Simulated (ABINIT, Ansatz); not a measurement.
# A GW run on Sr2AlSbO6 (Fm-3m) in ABINIT, with inputs changed

What do changed inputs do to GW on Sr2AlSbO6 (Fm-3m)?

Program: ABINIT 10.8.3. Level of theory: LDA and many-body steps on it, plane waves. Results are calculated unless marked as measured.

This is a report of a sequence of runs, with most program output left out.

## (1) Starting point

The structure is cubic, space group Fm-3m (No. 225). Conventional cell: a = 7.857 Å, b = 7.857 Å, c = 7.857 Å, α = 90.00°, β = 90.00°, γ = 90.00°. Nearest to Sr lie 12 O at 2.78 Å. Al has 6 O at 1.93 Å nearest. Sb has 6 O at 2.00 Å nearest. Nearest to O lie 1 Al at 1.93 Å and 1 Sb at 2.00 Å and 4 Sr at 2.78 Å. Farther neighbours and most contacts between anions are not listed.

The cell and positions are those that the Materials Project relaxed with its own functionals (PBE, PBE+U or r2SCAN), kept fixed. Spin-orbit coupling is left out unless a step names it.

## (2) Screening, 2×2×2 mesh, 121 bands, screening to 114.3 eV

This step: ABINIT 10.8.3; RPA screening on LDA, plane waves, norm-conserving pseudopotentials.

The RPA dielectric matrix is built and inverted for each q.

run.abi reads:

```
acell 3*1.0 Angstrom
rprim 
  0.000000000000 3.928638000000 3.928638000000
  3.928638000000 0.000000000000 3.928638000000
  3.928638000000 3.928638000000 0.000000000000
ntypat 4
znucl 38 13 51 8
natom 10
typat 1 1 2 3 4 4 4 4 4 4
xred 
  0.250000000000 0.250000000000 0.250000000000
  0.750000000000 0.750000000000 0.750000000000
  0.000000000000 0.000000000000 0.000000000000
  0.500000000000 0.500000000000 0.500000000000
  0.753917000000 0.246083000000 0.246083000000
  0.246083000000 0.753917000000 0.753917000000
  0.246083000000 0.753917000000 0.246083000000
  0.753917000000 0.246083000000 0.753917000000
  0.246083000000 0.246083000000 0.753917000000
  0.753917000000 0.753917000000 0.246083000000
pp_dirpath "pseudos"
pseudos "Sr.upf, Al.upf, Sb.upf, O.upf"
ecut 42
ngkpt 2 2 2
nshiftk 1
shiftk 0 0 0
kptopt 1
chksymbreak 0
istwfk *1
occopt 1
irdwfk 1
optdriver 3
nband 121
ecuteps 4.2
inclvkb 2
awtr 1
symchi 1
indata_prefix "in"
outdata_prefix "out"
tmpdata_prefix "tmp"
```

Run with:

```console
$ OMP_NUM_THREADS=1 mpirun -n 4 abinit run.abi > log
```

Wall time 76 s (4 MPI ranks of Arm Neoverse N1, shared host); peak memory 1.7 GiB.

Numbers from this step:

```
ε∞ with local fields, on this mesh, along the program's q direction : 4.912
the same without local fields                                       : 5.330
plasma frequency                                                    : 30.53 eV
plane waves in the screening matrix                                 : 331
```

Local fields lower ε∞ by 8 %. On a Γ-centred mesh this coarse the value itself is usually too large, while a short band sum pulls it down.

## (3) Base

The self-energy is evaluated for the states that the input lists, and the levels follow from it, in one-shot runs by the linearised quasiparticle equation.

This step: G0W0 on LDA, plane waves, norm-conserving pseudopotentials.

Edit run.abi of step 2 so:

```diff
@@ -31,8 +31,15 @@
 irdwfk 1
-optdriver 3
+optdriver 4
 nband 121
+gwcalctyp 0
+ecutsigx 42
+symsigma 1
+nkptgw 1
+kptgw 
+  0.0000000000 0.0000000000 0.0000000000
+bdgw 
+  39 44
 ecuteps 4.2
-inclvkb 2
-awtr 1
-symchi 1
+irdscr 1
+ppmodel 1
 indata_prefix "in"
```

The job ended after 14 s (4 MPI ranks; peak memory 1.3 GiB; 54 s of CPU time).

Numbers from this step:

| Quantity | Value |
| --- | --- |
| G0W0 gap on the points computed | 3.867 eV |
| starting gap on the mesh | 1.771 eV |
| k of the valence top | 0, 0, 0 |
| k of the conduction bottom | 0, 0, 0 |
| Z at the valence top | 0.795 |
| Z at the conduction bottom | 0.839 |
| least direct G0W0 gap on the computed points | 3.867 eV |

The gap on the mesh goes from 1.77 eV to 3.87 eV, a correction of +2.10 eV.

## (4) Contour deformation on a plasmon-pole file

Edit run.abi of step 3 so:

```diff
@@ -33,3 +33,3 @@
 nband 121
-gwcalctyp 0
+gwcalctyp 2
 ecutsigx 42
@@ -43,3 +43,2 @@
 irdscr 1
-ppmodel 1
 indata_prefix "in"
```

Wall time 8.1 s (4 MPI ranks); peak memory 0.9 GiB.

The run stopped with an error after 8.1 s.

The fault put into this input: contour deformation on a plasmon-pole file.

## (5) Side by side

Times are wall times on 4 MPI ranks of Arm Neoverse N1, shared host, good to a factor of about two. A run's time includes the screening step that it read.

```tsv
run	mesh	bands	screening cutoff (eV)	DFT gap (eV)	gap on the mesh (eV)	direct (eV)	ε∞ used	time
base	2×2×2	121	114.3	1.771	3.867	3.867	4.91	89 s
```

## (6) Results

```
base         : 3.867 eV
known limits : not at the basis limit; no spin-orbit coupling; coarse k mesh
```

**Reading.** Bands and cutoff are finite, so the gap is not at the basis limit. The miss can reach some tenths of an eV and take either sign; the mesh is an error of its own. In the G0W0 run levels were corrected at 1 k point alone, so a gap called «on the mesh» is the least over those, and an edge elsewhere would be missed. The 2×2×2 mesh is coarse for this cell, which bears on the long-range parts of exchange and screening. The many-body steps are scalar-relativistic: spin-orbit coupling is not in them.

[Paths, hosts, dates, memory and timing lines, banners, echoed tables and standing remarks are left out of the program output.]

[Logs are printed without paths, hosts, clocks, repeated set-up lines and the standing remarks that a program may print on its own settings, such as how far it seeks lower states.]

[Runs of the session that timed out or met a known fault of the program may be left out.]

[Hosts, paths, dates, database ids (printed as entryN), source tags and the programs' standing remarks are cut or masked in the printed files.]

[G0W0 gaps are taken among the corrected bands and points alone; a level outside them can change the order at an edge.]

[Where Ansatz stands beside ABINIT at settings called matched, ABINIT's density can come from a denser mesh and the files from another edition; pairs whose starting gaps differed by over 0.03 eV were left out, so agreement reads better than it is.]
